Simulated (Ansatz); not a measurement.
# The perfect Au wire of staggered 5-rings, part 4 of 4

Aim: is the Au wire of staggered 5-rings a metal or a semiconductor?

Ansatz 0.2.0; DFT PBE, plane waves, PAW; relaxation of a wire's period (the session's first sound run).

So far. Step 9 (Strain along the wire, period over the relaxed period …): Bands cross the Fermi level, as under PBE at the relaxed period.

## 10. A varied input

This step: DFT LDA, plane waves, PAW; bands of a perfect wire at the PBE geometry; changed: kpoints.mp_grid.grid = [1, 1, 11], hamiltonian.hubbard = {"sites": [{"species": "Au", "l": "d", "u_eff": 1.0}], "double_counting": "amf"} (Ansatz 0.2.0).

The atoms of the band run (LDA) are kept and the input is varied, to see whether the result depends on it.

input.yaml reads:

```yaml
crystal:
  lattice:
    - [11.704, 0.0, 0.0]
    - [0.0, 11.464, 0.0]
    - [0.0, 0.0, 4.5340791809]
  atoms:
    - { symbol: Au, position: [0.330395803, 0.626030062, 0.0] }
    - { symbol: Au, position: [0.330395803, 0.374001328, 0.0] }
    - { symbol: Au, position: [0.564970156, 0.704312954, 0.0] }
    - { symbol: Au, position: [0.564970156, 0.295718436, 0.0] }
    - { symbol: Au, position: [0.709552604, 0.500015695, 0.0] }
    - { symbol: Au, position: [0.290481417, 0.500015695, 0.5] }
    - { symbol: Au, position: [0.435063866, 0.704312954, 0.5] }
    - { symbol: Au, position: [0.435063866, 0.295718436, 0.5] }
    - { symbol: Au, position: [0.669638219, 0.626030062, 0.5] }
    - { symbol: Au, position: [0.669638219, 0.374001328, 0.5] }
kpoints:
  mp_grid: { grid: [1, 1, 11] }
  band_path: { path: ["Γ", Z], npoints: 50 }
scf:
  occupations: { method: fermi_dirac, width: 0.05 }
hamiltonian:
  xc: lda
  hubbard: { sites: [{ species: Au, l: d, u_eff: 1.0 }], double_counting: amf }
```

The run is started by

```sh
ansatz run input.yaml --threads 4 --pin off --max-ram 16384MiB --backend cpu --events-out ev --progress --plain --runs-dir out
```

Numbers of over 12 decimals in the logs are rounded to 6 here.

The program printed:

```text
Au: projections on atomic orbitals take those of the free atom [Kr 4d10 4f14] 5s2 5p6 5d10 6s1, of charge +0.00 (hamiltonian.pseudopotentials.projection_atoms); the dataset's partial waves leave at most 9.9e-5 of an orbital's norm unspanned inside its sphere
[...]
Crystal: 10 atoms, lattice volume = 608.359 Å³
Basis set: ecut = 420 eV, 11955 PW (Γ)
Bands: 114, of which v1, the nominal top of the filled ones, is band 95 counted from 1 (94 counted from 0)
Symmetry: 8 space group operations
[...]
k-points: 6 of 11
[...]
SCF iter   1: F=—  HF=-128643.700105 eV  |F-HF|=—  |Δ(HF+E_count)|=         —  Δρ=3.99e-2  dr2=1.03e1  ethr=3.10e-3  ⟨swp⟩=6.3  Hψ=2735  notcnv=0  defer=4
[...]
SCF iter   8: F=-128640.767618 eV  HF=-128640.767618 eV  |F-HF|=2.98e-9  |Δ(HF+E_count)|=   2.26e-7  Δρ=1.52e-6  dr2=9.76e-9  ethr=5.26e-11  ⟨swp⟩=12.5  Hψ=2687  notcnv=0
SCF 1 converged in 8 iterations: F = -128640.767618 eV  dr2 = 9.76e-9
[...]
SCF converged after 8 iterations
Free energy (F): -128640.767618 eV
[...]
Internal energy: -128640.728546 eV  (E = F + TS)
E sigma→0 (E₀):  -128640.748082 eV
Entropy (-TS):   -0.039073 eV (-3.907 meV/atom)
Fermi energy:    0.936828 eV
[...]
DFT+U double counting: amf (around mean field; hamiltonian.hubbard.double_counting)
--- Band table (eV; the first three rows and the last of 6) ---
  k-point 0: bands = [... 91 lower, -0.0281, 0.5032, 0.5289, 0.9724, 2.8935, 2.9464, 2.9569, 4.2397, ... 15 higher]
  k-point 1: bands = [... 91 lower, -0.0442, 0.5200, 0.5457, 0.8514, 2.9906, 3.0257, 3.0365, 3.4530, ... 15 higher]
  k-point 2: bands = [... 91 lower, -0.0806, 0.5181, 0.5908, 0.6165, 2.1423, 3.2688, 3.2725, 3.2803, ... 15 higher]
  k-point 5: bands = [... 91 lower, 0.0709, 0.1149, 0.1177, 0.7569, 0.7592, 2.0444, 2.0648, 3.0474, ... 15 higher]
Occupation matrices written to <dir>
```

Wall time 36 s (4 threads of Arm Neoverse V2, shared host); peak memory 3.4 GiB; 2.3 min of CPU time.

Residual by cycle:

cycle, log10 residual and a bar from the least value:
```
        1        1.0 ##############################
        2        0.5 ############################
        3       -1.2 #######################
        4       -2.1 ####################
        5       -4.0 #############
        6       -4.8 ###########
        7       -6.4 #####
        8       -8.0
```

The run finished with changed settings (kpoints.mp_grid.grid = [1, 1, 11] and hamiltonian.hubbard); it serves as a test.

## 11. A varied input: hamiltonian.hubbard

This step: DFT LDA, plane waves, PAW; bands of a perfect wire at the PBE geometry; changed: hamiltonian.hubbard = {"sites": [{"species": "Au", "l": "d", "u_eff": 6.0}], "double_counting": "amf"} (Ansatz 0.2.0).

The atoms of the band run (LDA) are kept and the input is varied, to see whether the result depends on it.

Edit input.yaml of step 10 so:

```diff
@@ -17,3 +17,3 @@
 kpoints:
-  mp_grid: { grid: [1, 1, 11] }
+  mp_grid: { grid: [1, 1, 14] }
   band_path: { path: ["Γ", Z], npoints: 50 }
@@ -23,2 +23,2 @@
   xc: lda
-  hubbard: { sites: [{ species: Au, l: d, u_eff: 1.0 }], double_counting: amf }
+  hubbard: { sites: [{ species: Au, l: d, u_eff: 6.0 }], double_counting: amf }
```

The program printed:

```text
[...]
Crystal: 10 atoms, lattice volume = 608.359 Å³
Basis set: ecut = 420 eV, 11955 PW (Γ)
Bands: 114, of which v1, the nominal top of the filled ones, is band 95 counted from 1 (94 counted from 0)
Symmetry: 8 space group operations
[...]
k-points: 8 of 14
[...]
--- Band table (eV; the first three rows and the last of 8) ---
  k-point 0: bands = [... 91 lower, -0.1427, 0.4710, 0.4969, 1.1798, 2.8830, 2.9228, 2.9334, 4.2117, ... 15 higher]
  k-point 1: bands = [... 91 lower, -0.1527, 0.4810, 0.5069, 1.1042, 2.9430, 2.9726, 2.9834, 3.6774, ... 15 higher]
  k-point 2: bands = [... 91 lower, -0.1820, 0.5186, 0.5444, 0.8892, 2.6773, 3.1195, 3.1243, 3.1355, ... 15 higher]
  k-point 7: bands = [... 91 lower, 0.1027, 0.3547, 0.3547, 0.3570, 0.3570, 2.5309, 2.5309, 2.5499, ... 15 higher]
Occupation matrices written to <dir>
[key lines of the parts left out:]
SCF converged after 8 iterations
Free energy (F): -128640.917346 eV
Fermi energy:    1.099387 eV
```

Wall time 38 s (4 threads); peak memory 3.4 GiB.

This step gave:

| Quantity | Value |
| --- | --- |
| energy at zero smearing | -128640.8956 eV |

It took 38 s against 32 s for the run it varies.

## 12. Results

| Item | Value |
| --- | --- |
| cell length, PBE | 4.534 Å |
| conductance, PBE | 5.08 G₀ |
| gap, period scaled by 0.97 | none |
| gap, period scaled by 1.1 | none |

What this shows: Under PBE the cell's length is 4.53 Å, and it is a metal with 5 channels a spin next to the Fermi level, 5.08 G₀ at 300 K. A perfect wire passes every open channel, so the conductance counts half a G₀ for each forward-moving state at the Fermi level, spin by spin; the value here is no such multiple, since a band edge lies within the thermal window. Transport is coherent and elastic here: the atoms are frozen, so scattering by vibrations plays no part.

[Logs are printed without paths, hosts, clocks, repeated set-up lines and the standing remarks that a program may print on its own settings, such as how far it seeks lower states.]

[Hosts, paths, dates, database ids (printed as entryN), source tags and the programs' standing remarks are cut or masked in the printed files.]
